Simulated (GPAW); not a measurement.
# Work function of Al2SSe monolayer at several levels

How far do functional and basis move the work function of Al2SSe monolayer? Where a layer proves gapped, the work function hangs on where the smearing puts the Fermi level, and the band edges take its place.

Main program and level: GPAW 26.7.0; GPAW, PAW setups; layer in a repeated cell with vacuum, relaxation of atoms and in-plane cell, in the first sound run; inputs show where later runs differ.

**1. The starting structure**

The cell holds 4 atoms: 1 Se, 2 Al and 1 S. Its edges and angles: a = 3.689 Å, b = 3.689 Å, c = 18.451 Å, α = 90.0°, β = 90.0°, γ = 120.0°. Vacuum lies along c.

**2. Relaxation**

Forces are removed first; all later runs use this geometry.

Contents of run.py:

```python
import json
import numpy as np
from ase import Atoms
from ase.filters import FrechetCellFilter
from ase.optimize import BFGS
from gpaw import GPAW, PW

slab = Atoms(
    ['Se', 'Al', 'Al', 'S'],
    positions=[
        [-0.00000, 2.13008, 7.00000],
        [0.00000, 0.00000, 8.19012],
        [0.00000, 0.00000, 10.61012],
        [-0.00000, 2.13008, 11.45088]],
    cell=[[3.6894, 0.0, 0.0], [-1.8447, 3.19511, 0.0], [0.0, 0.0, 18.4509]],
    pbc=[True, True, True])

slab.calc = GPAW(mode=PW(600), xc='PBE', kpts={'size': (9, 9, 1), 'gamma': True},
                 occupations={'name': 'fermi-dirac', 'width': 0.05}, nbands='200%',
                 convergence={'density': 1e-05}, maxiter=200,
                 symmetry={'tolerance': 1e-3}, txt='slab.txt')
result = {}
# The in-plane cell is free; stress needs a cell that repeats along all three vectors
path = []
opt = BFGS(FrechetCellFilter(slab, mask=[1, 1, 0, 0, 0, 1]), maxstep=0.2)
opt.attach(lambda: path.append((slab.get_potential_energy(), slab.positions.tolist(), slab.get_forces().tolist())))
result['relaxed'] = bool(opt.run(fmax=0.02, steps=45))
result['path'] = path
result['cell'] = slab.cell.tolist()
print('in-plane lattice', slab.cell.cellpar().round(4)[[0, 1, 5]])
energy = slab.get_potential_energy()
fermi = slab.calc.get_fermi_level()
v = slab.calc.get_electrostatic_potential().mean((0, 1)) - fermi
n = slab.calc.get_pseudo_density().mean((0, 1))
L = slab.cell[2, 2]
z = np.arange(len(v)) * L / len(v)
low, high = slab.positions[:, 2].min(), slab.positions[:, 2].max()
below, above = np.interp([low - 4.8, high + 4.8], z, v)
slopes = [np.interp(x, z, np.gradient(v, z)) for x in (low - 4.8, high + 4.8)]
eps = np.array([[slab.calc.get_eigenvalues(k, s) for k in range(len(slab.calc.get_ibz_k_points()))]
                for s in range(slab.calc.get_number_of_spins())]) - fermi
top, bottom = eps[eps < 0].max(), eps[eps > 0].min()
dipole = slab.get_dipole_moment()[2]
print(f'energy {energy:.4f} eV, Fermi level {fermi:.4f} eV, dipole {dipole:.5f} e A')
print(f'potential 4.8 A off the faces, from the Fermi level: lower {below:.4f} eV, upper {above:.4f} eV')
print(f'slope of the potential there: lower {slopes[0]:.5f}, upper {slopes[1]:.5f} eV/A')
print(f'nearest levels on the mesh: {top:.4f} and {bottom:.4f} eV')
print('magnetic moment', round(slab.get_magnetic_moment(), 3))
result.update(energy=energy, fermi=fermi, dipole=dipole, below=below, above=above, slopes=slopes, edges=[top, bottom],
              z=z.tolist(), v=v.tolist(), n=n.tolist(), positions=slab.positions.tolist(),
              forces=slab.get_forces(apply_constraint=False).tolist(), moments=slab.get_magnetic_moments().tolist())
json.dump(result, open('result.json', 'w'))
```

Launch:

```sh
$ OMP_NUM_THREADS=1 OPENBLAS_NUM_THREADS=1 python run.py
```

The program printed:

```text
Step          Energy          fmax
BFGS:    0      -17.965474        1.323943
BFGS:    1      -18.011324        1.169187
BFGS:    2      -18.143670        0.628756
BFGS:    3      -18.153445        0.571213
BFGS:    4      -18.170403        0.310841
BFGS:    5      -18.178456        0.245115
BFGS:    6      -18.183061        0.228220
BFGS:    7      -18.185896        0.180458
BFGS:    8      -18.188929        0.158799
BFGS:    9      -18.191385        0.203843
BFGS:   10      -18.192994        0.162279
BFGS:   11      -18.193767        0.091614
BFGS:   12      -18.194097        0.045072
BFGS:   13      -18.194171        0.008682
in-plane lattice [  3.6809   3.6809 120.    ]
energy -18.1942 eV, Fermi level -0.8395 eV, dipole -0.00758 e A
potential 4.8 A off the faces, from the Fermi level: lower 4.9545 eV, upper 4.9802 eV
slope of the potential there: lower -0.00650, upper -0.00630 eV/A
nearest levels on the mesh: -1.0474 and 1.0338 eV
magnetic moment 0.0
```

Elapsed: 7.2 min, on 1 thread of Arm Neoverse V1, shared host; peak memory 0.34 GiB.

Numbers from this step:

- dipole along the normal: -0.007585 e·Å
- levels nearest the Fermi level on the mesh: -1.047, 1.034 eV from the Fermi level

Table of electrostatic potential energy of an electron (without an applied field's), less the Fermi level, planar mean by z:

| z (Å) | electrostatic potential energy of an electron (without an applied field's), less the Fermi level, planar mean (eV) |
| --- | --- |
| 0.0 | 4.97 |
| 0.5 | 4.96 |
| 1.0 | 4.96 |
| 1.5 | 4.96 |
| 2.0 | 4.95 |
| 2.5 | 4.95 |
| 3.0 | 4.95 |
| 3.5 | 4.94 |
| 4.0 | 4.93 |
| 4.5 | 4.90 |
| 5.0 | 4.76 |
| 5.5 | 4.13 |
| 6.0 | 1.38 |
| 6.5 | -8.61 |
| 7.0 | -15.6 |
| 7.5 | -7.63 |
| 8.0 | -9.24 |
| 8.5 | -4.45 |
| 9.0 | 1.01 |
| 9.5 | 1.97 |
| 10.0 | -1.64 |
| 10.5 | -8.49 |
| 11.0 | -9.21 |
| 11.5 | -14.1 |
| 12.0 | -7.88 |
| 12.5 | 1.78 |
| 13.0 | 4.31 |
| 13.5 | 4.85 |
| 14.0 | 4.96 |
| 14.5 | 4.99 |
| 15.0 | 4.99 |
| 15.5 | 4.99 |
| 16.0 | 4.98 |
| 16.5 | 4.98 |
| 17.0 | 4.98 |
| 17.5 | 4.97 |
| 18.0 | 4.97 |

The pseudo valence density, planar mean by z:

z (Å), pseudo valence density, planar mean (e/Å³) and a bar:
```
      3.0      0.000 
      3.5      0.000 
      4.0      0.000 
      4.5      0.002 
      5.0      0.009 #
      5.5      0.041 ###
      6.0      0.157 ############
      6.5      0.322 #########################
      7.0      0.279 ######################
      7.5      0.350 ############################
      8.0      0.153 ############
      8.5      0.113 #########
      9.0      0.103 ########
      9.5      0.100 ########
     10.0      0.112 #########
     10.5      0.130 ##########
     11.0      0.309 ########################
     11.5      0.379 ##############################
     12.0      0.328 ##########################
     12.5      0.154 ############
     13.0      0.037 ###
     13.5      0.008 #
     14.0      0.002 
     14.5      0.000 
     15.0      0.000 
     15.5      0.000
```

The relaxation lowered the energy of the cell by 0.229 eV (energies extrapolated to zero smearing; the optimiser's log prints free energies). The largest force left on a free atom is 0.0087 eV/Å.

**3. The slab's potential**

With the geometry fixed, the planar mean of the potential gives the vacuum level on each side.

This step: GPAW, PAW setups; slab in vacuum (GPAW 26.7.0).

The cell differs from the one that the last finished run ended in (c 18.451 → 18.828 Å).

Edit run.py of step 2 so:

```diff
@@ -3,4 +3,2 @@
 from ase import Atoms
-from ase.filters import FrechetCellFilter
-from ase.optimize import BFGS
 from gpaw import GPAW, PW
@@ -10,22 +8,15 @@
     positions=[
-        [-0.00000, 2.13008, 7.00000],
-        [0.00000, 0.00000, 8.19012],
-        [0.00000, 0.00000, 10.61012],
-        [-0.00000, 2.13008, 11.45088]],
-    cell=[[3.6894, 0.0, 0.0], [-1.8447, 3.19511, 0.0], [0.0, 0.0, 18.4509]],
-    pbc=[True, True, True])
+        [-0.00000, 2.12520, 7.00000],
+        [0.00000, -0.00000, 8.21104],
+        [0.00000, 0.00000, 10.80423],
+        [-0.00000, 2.12520, 11.82815]],
+    cell=[[3.68095, 0.0, 0.0], [-1.84047, 3.18779, 0.0], [0.0, 0.0, 18.8281]],
+    pbc=[True, True, False])
 
-slab.calc = GPAW(mode=PW(600), xc='PBE', kpts={'size': (9, 9, 1), 'gamma': True},
+slab.calc = GPAW(mode=PW(400), xc='PBE', kpts={'size': (9, 9, 1), 'gamma': True},
                  occupations={'name': 'fermi-dirac', 'width': 0.05}, nbands='200%',
                  convergence={'density': 1e-05}, maxiter=200,
+                 poissonsolver={'dipolelayer': 'xy'},
                  symmetry={'tolerance': 1e-3}, txt='slab.txt')
 result = {}
-# The in-plane cell is free; stress needs a cell that repeats along all three vectors
-path = []
-opt = BFGS(FrechetCellFilter(slab, mask=[1, 1, 0, 0, 0, 1]), maxstep=0.2)
-opt.attach(lambda: path.append((slab.get_potential_energy(), slab.positions.tolist(), slab.get_forces().tolist())))
-result['relaxed'] = bool(opt.run(fmax=0.02, steps=45))
-result['path'] = path
-result['cell'] = slab.cell.tolist()
-print('in-plane lattice', slab.cell.cellpar().round(4)[[0, 1, 5]])
 energy = slab.get_potential_energy()
```

The program printed:

```text
energy -18.1735 eV, Fermi level -0.8952 eV, dipole -0.00489 e A
potential 4.8 A off the faces, from the Fermi level: lower 4.9029 eV, upper 4.9789 eV
slope of the potential there: lower -0.00014, upper 0.00007 eV/A
nearest levels on the mesh: -1.0754 and 1.0067 eV
magnetic moment 0.0
```

It took 22 s on 1 thread; peak memory 0.19 GiB.

Numbers from this step:

- dipole along the normal: -0.004891 e·Å
- levels nearest the Fermi level on the mesh: -1.075, 1.007 eV from the Fermi level
- upper work function: 4.979 eV
- lower work function: 4.903 eV
- upper ionisation energy: 6.054 eV

Table of electrostatic potential energy of an electron (without an applied field's), less the Fermi level, planar mean by z:

z (Å), electrostatic potential energy of an electron (without an applied field's), less the Fermi level, planar mean (eV) and a bar from the least value:
```
      0.0        4.9 ##############################
      0.5        4.9 ##############################
      1.0        4.9 ##############################
      1.5        4.9 ##############################
      2.0        4.9 ##############################
      2.5        4.9 ##############################
      3.0        4.9 ##############################
      3.5        4.9 ##############################
      4.0        4.9 ##############################
      4.5        4.9 ##############################
      5.0        4.8 ##############################
      5.5        4.4 #############################
      6.0        2.6 ###########################
      6.5       -4.5 #################
      7.0      -16.7 
      7.5       -8.9 ###########
      8.0       -8.7 ###########
      8.5       -6.6 ##############
      9.0       -0.2 #######################
      9.5        2.1 ##########################
     10.0       -0.1 #######################
     10.5       -6.6 ##############
     11.0       -9.6 ##########
     11.5      -11.6 #######
     12.0      -12.2 ######
     12.5        0.0 #######################
     13.0        3.9 ############################
     13.5        4.7 ##############################
     14.0        4.9 ##############################
     14.5        5.0 ##############################
     15.0        5.0 ##############################
     15.5        5.0 ##############################
     16.0        5.0 ##############################
     16.5        5.0 ##############################
     17.0        5.0 ##############################
     17.5        5.0 ##############################
     18.0        5.0 ##############################
     18.5        5.0 ##############################
```

Table of pseudo valence density, planar mean by z:

| z (Å) | pseudo valence density, planar mean (e/Å³) |
| --- | --- |
| 0.00 | -8.9e-7 |
| 0.63 | 1.5e-6 |
| 1.26 | -1.7e-6 |
| 1.88 | 2.8e-6 |
| 2.51 | 1.9e-6 |
| 3.14 | 2.6e-5 |
| 3.77 | 1.5e-4 |
| 4.39 | 9.3e-4 |
| 5.23 | 0.0113 |
| 5.86 | 0.0725 |
| 6.49 | 0.298 |
| 7.11 | 0.248 |
| 7.74 | 0.317 |
| 8.37 | 0.113 |
| 9.00 | 0.106 |
| 9.62 | 0.0993 |
| 10.25 | 0.115 |
| 10.88 | 0.182 |
| 11.51 | 0.408 |
| 12.13 | 0.336 |
| 12.76 | 0.114 |
| 13.39 | 0.0172 |
| 14.23 | 0.00129 |
| 14.85 | 1.9e-4 |
| 15.48 | 3.2e-5 |
| 16.11 | 3.1e-6 |
| 16.74 | 2.0e-6 |
| 17.36 | 0 |
| 17.99 | 0 |
| 18.62 | 7.4e-7 |

The layer is gapped, so the Fermi level lies somewhere inside the gap, set by smearing and numerics, and these work functions are no property of the material; the band edges below the vacuum level are. The potential is flat to 1.4e-4 eV/Å where it is read, so the vacuum is wide enough.

**4. Self-consistent run: xc = "RPBE"**

The same geometry under RPBE, to see how far the functional moves the levels against the vacuum.

Edit run.py of step 3 so:

```diff
@@ -15,3 +15,3 @@
 
-slab.calc = GPAW(mode=PW(400), xc='PBE', kpts={'size': (9, 9, 1), 'gamma': True},
+slab.calc = GPAW(mode=PW(400), xc='RPBE', kpts={'size': (9, 9, 1), 'gamma': True},
                  occupations={'name': 'fermi-dirac', 'width': 0.05}, nbands='200%',
```

The program printed:

```text
energy -17.1399 eV, Fermi level -0.7974 eV, dipole -0.00535 e A
potential 4.8 A off the faces, from the Fermi level: lower 4.8056 eV, upper 4.8887 eV
slope of the potential there: lower -0.00015, upper 0.00008 eV/A
nearest levels on the mesh: -1.0958 and 1.0396 eV
magnetic moment 0.0
```

Run time: 22 s. Hardware: 1 thread; peak memory 0.19 GiB.

This step gave:

| Item | Value |
| --- | --- |
| dipole along the normal | -0.005350 e·Å |
| levels nearest the Fermi level on the mesh | -1.096, 1.040 eV from the Fermi level |
| upper work function | 4.889 eV |
| lower work function | 4.806 eV |
| upper ionisation energy | 5.984 eV |

Electrostatic potential energy of an electron (without an applied field's), less the Fermi level, planar mean against z:

| z (Å) | electrostatic potential energy of an electron (without an applied field's), less the Fermi level, planar mean (eV) |
| --- | --- |
| 0.0 | 4.85 |
| 0.5 | 4.81 |
| 1.0 | 4.81 |
| 1.5 | 4.81 |
| 2.0 | 4.81 |
| 2.5 | 4.81 |
| 3.0 | 4.81 |
| 3.5 | 4.80 |
| 4.0 | 4.80 |
| 4.5 | 4.78 |
| 5.0 | 4.68 |
| 5.5 | 4.28 |
| 6.0 | 2.50 |
| 6.5 | -4.64 |
| 7.0 | -16.8 |
| 7.5 | -9.02 |
| 8.0 | -8.83 |
| 8.5 | -6.73 |
| 9.0 | -0.270 |
| 9.5 | 2.03 |
| 10.0 | -0.233 |
| 10.5 | -6.73 |
| 11.0 | -9.75 |
| 11.5 | -11.7 |
| 12.0 | -12.3 |
| 12.5 | -0.131 |
| 13.0 | 3.79 |
| 13.5 | 4.65 |
| 14.0 | 4.83 |
| 14.5 | 4.88 |
| 15.0 | 4.89 |
| 15.5 | 4.89 |
| 16.0 | 4.89 |
| 16.5 | 4.89 |
| 17.0 | 4.89 |
| 17.5 | 4.89 |
| 18.0 | 4.89 |
| 18.5 | 4.88 |

Pseudo valence density, planar mean against z:

| z (Å) | pseudo valence density, planar mean (e/Å³) |
| --- | --- |
| 0.00 | -8.9e-7 |
| 0.63 | 1.5e-6 |
| 1.26 | -1.7e-6 |
| 1.88 | 2.8e-6 |
| 2.51 | 2.3e-6 |
| 3.14 | 2.8e-5 |
| 3.77 | 1.6e-4 |
| 4.39 | 9.6e-4 |
| 5.23 | 0.0112 |
| 5.86 | 0.0724 |
| 6.49 | 0.298 |
| 7.11 | 0.248 |
| 7.74 | 0.317 |
| 8.37 | 0.113 |
| 9.00 | 0.106 |
| 9.62 | 0.100 |
| 10.25 | 0.115 |
| 10.88 | 0.182 |
| 11.51 | 0.408 |
| 12.13 | 0.336 |
| 12.76 | 0.114 |
| 13.39 | 0.0170 |
| 14.23 | 0.00133 |
| 14.85 | 2.0e-4 |
| 15.48 | 3.4e-5 |
| 16.11 | 3.6e-6 |
| 16.74 | 2.0e-6 |
| 17.36 | 0 |
| 17.99 | 0 |
| 18.62 | 7.4e-7 |

Force by atom:

| atom | x (eV/Å) | y (eV/Å) | z (eV/Å) | size |
| --- | --- | --- | --- | --- |
| Se1 | 0.000 | 0.000 | -0.140 | 0.140 |
| Al2 | 0.000 | 0.000 | 0.043 | 0.043 |
| Al3 | 0.000 | 0.000 | -0.011 | 0.011 |
| S4 | 0.000 | 0.000 | 0.108 | 0.108 |

The highest filled level lies 1.10 eV under the Fermi level, so the ionisation energy from the upper face is 4.889 + 1.10 = 5.984 eV, against 6.054 eV in the base run.

**5. Self-consistent run: xc = "vdW-DF2"**

The same geometry under vdW-DF2, to see how far the functional moves the levels against the vacuum (the van der Waals functionals take revPBE setups).

Edit run.py of step 4 so:

```diff
@@ -15,3 +15,3 @@
 
-slab.calc = GPAW(mode=PW(400), xc='RPBE', kpts={'size': (9, 9, 1), 'gamma': True},
+slab.calc = GPAW(mode=PW(400), xc='vdW-DF2', kpts={'size': (9, 9, 1), 'gamma': True},
                  occupations={'name': 'fermi-dirac', 'width': 0.05}, nbands='200%',
```

The program printed:

```text
energy -155.3758 eV, Fermi level -1.1513 eV, dipole -0.00603 e A
potential 4.8 A off the faces, from the Fermi level: lower 5.3000 eV, upper 5.3936 eV
slope of the potential there: lower -0.00056, upper 0.00033 eV/A
nearest levels on the mesh: -1.0945 and 1.2656 eV
magnetic moment 0.0
```

It took 32 s on 1 thread; peak memory 0.34 GiB.

Numbers from this step:

| Quantity | Value |
| --- | --- |
| dipole along the normal | -0.006030 e·Å |
| levels nearest the Fermi level on the mesh | -1.094, 1.266 eV from the Fermi level |
| upper work function | 5.394 eV |
| lower work function | 5.300 eV |
| upper ionisation energy | 6.488 eV |

The electrostatic potential energy of an electron (without an applied field's), less the Fermi level, planar mean by z:

| z (Å) | electrostatic potential energy of an electron (without an applied field's), less the Fermi level, planar mean (eV) |
| --- | --- |
| 0.0 | 5.35 |
| 0.5 | 5.30 |
| 1.0 | 5.30 |
| 1.5 | 5.30 |
| 2.0 | 5.30 |
| 2.5 | 5.30 |
| 3.0 | 5.30 |
| 3.5 | 5.30 |
| 4.0 | 5.29 |
| 4.5 | 5.26 |
| 5.0 | 5.15 |
| 5.5 | 4.69 |
| 6.0 | 2.80 |
| 6.5 | -4.44 |
| 7.0 | -16.7 |
| 7.5 | -8.85 |
| 8.0 | -8.73 |
| 8.5 | -6.73 |
| 9.0 | -0.326 |
| 9.5 | 1.96 |
| 10.0 | -0.272 |
| 10.5 | -6.70 |
| 11.0 | -9.58 |
| 11.5 | -11.4 |
| 12.0 | -12.0 |
| 12.5 | 0.169 |
| 13.0 | 4.18 |
| 13.5 | 5.12 |
| 14.0 | 5.33 |
| 14.5 | 5.38 |
| 15.0 | 5.39 |
| 15.5 | 5.39 |
| 16.0 | 5.39 |
| 16.5 | 5.39 |
| 17.0 | 5.39 |
| 17.5 | 5.39 |
| 18.0 | 5.39 |
| 18.5 | 5.39 |

The highest filled level lies 1.09 eV under the Fermi level, so the ionisation energy from the upper face is 5.394 + 1.09 = 6.488 eV, against 6.054 eV in the base run.

**6. Self-consistent run: xc = "LDA"**

The same geometry under LDA, to see how far the functional moves the levels against the vacuum.

Edit run.py of step 5 so:

```diff
@@ -15,3 +15,3 @@
 
-slab.calc = GPAW(mode=PW(400), xc='vdW-DF2', kpts={'size': (9, 9, 1), 'gamma': True},
+slab.calc = GPAW(mode=PW(400), xc='LDA', kpts={'size': (9, 9, 1), 'gamma': True},
                  occupations={'name': 'fermi-dirac', 'width': 0.05}, nbands='200%',
```

The program printed:

```text
energy -20.0995 eV, Fermi level -1.1487 eV, dipole -0.00268 e A
potential 4.8 A off the faces, from the Fermi level: lower 5.1750 eV, upper 5.2169 eV
slope of the potential there: lower -0.00012, upper 0.00007 eV/A
nearest levels on the mesh: -1.0202 and 0.9698 eV
magnetic moment 0.0
```

Run time: 21 s. Hardware: 1 thread; peak memory 0.18 GiB.

Numbers from this step:

| Property | Result |
| --- | --- |
| dipole along the normal | -0.002678 e·Å |
| levels nearest the Fermi level on the mesh | -1.020, 0.9698 eV from the Fermi level |
| upper work function | 5.217 eV |
| lower work function | 5.175 eV |
| upper ionisation energy | 6.237 eV |

The highest filled level lies 1.02 eV under the Fermi level, so the ionisation energy from the upper face is 5.217 + 1.02 = 6.237 eV, against 6.054 eV in the base run.

**7. Self-consistent run: xc = "revPBE"**

The same geometry under revPBE, to see how far the functional moves the levels against the vacuum.

Edit run.py of step 6 so:

```diff
@@ -15,3 +15,3 @@
 
-slab.calc = GPAW(mode=PW(400), xc='LDA', kpts={'size': (9, 9, 1), 'gamma': True},
+slab.calc = GPAW(mode=PW(400), xc='revPBE', kpts={'size': (9, 9, 1), 'gamma': True},
                  occupations={'name': 'fermi-dirac', 'width': 0.05}, nbands='200%',
```

The program printed:

```text
energy -17.2569 eV, Fermi level -0.8077 eV, dipole -0.00513 e A
potential 4.8 A off the faces, from the Fermi level: lower 4.8066 eV, upper 4.8863 eV
slope of the potential there: lower -0.00015, upper 0.00008 eV/A
nearest levels on the mesh: -1.0879 and 1.0324 eV
magnetic moment 0.0
```

Run time: 22 s. Hardware: 1 thread; peak memory 0.19 GiB.

Numbers from this step:

```yaml
dipole_along_the_normal: -0.005128 e·Å
levels_nearest_the_fermi_level_on_the_mesh: -1.088, 1.032 eV from the Fermi level
upper_work_function: 4.886 eV
lower_work_function: 4.807 eV
upper_ionisation_energy: 5.974 eV
```

The highest filled level lies 1.09 eV under the Fermi level, so the ionisation energy from the upper face is 4.886 + 1.09 = 5.974 eV, against 6.054 eV in the base run.

**8. OptPBE vdW: xc = "optPBE-vdW"**

The same geometry under optPBE-vdW, to see how far the functional moves the levels against the vacuum (the van der Waals functionals take revPBE setups).

Edit run.py of step 7 so:

```diff
@@ -15,3 +15,3 @@
 
-slab.calc = GPAW(mode=PW(400), xc='revPBE', kpts={'size': (9, 9, 1), 'gamma': True},
+slab.calc = GPAW(mode=PW(400), xc='optPBE-vdW', kpts={'size': (9, 9, 1), 'gamma': True},
                  occupations={'name': 'fermi-dirac', 'width': 0.05}, nbands='200%',
```

The program printed:

```text
energy -45.8170 eV, Fermi level -1.0207 eV, dipole -0.00462 e A
potential 4.8 A off the faces, from the Fermi level: lower 5.1131 eV, upper 5.1849 eV
slope of the potential there: lower -0.00018, upper 0.00011 eV/A
nearest levels on the mesh: -1.1117 and 1.0907 eV
magnetic moment 0.0
```

Run time: 31 s. Hardware: 1 thread; peak memory 0.34 GiB.

This step gave:

```
dipole along the normal                    : -0.004616 e·Å
levels nearest the Fermi level on the mesh : -1.112, 1.091 eV from the Fermi level
upper work function                        : 5.185 eV
lower work function                        : 5.113 eV
upper ionisation energy                    : 6.297 eV
```

The highest filled level lies 1.11 eV under the Fermi level, so the ionisation energy from the upper face is 5.185 + 1.11 = 6.297 eV, against 6.054 eV in the base run.

(Part 1 of 2 ends here.)

[Logs are printed without paths, hosts, clocks, repeated set-up lines and the standing remarks that a program may print on its own settings, such as how far it seeks lower states.]

[Hosts, paths, dates, database ids (printed as entryN), source tags and the programs' standing remarks are cut or masked in the printed files.]
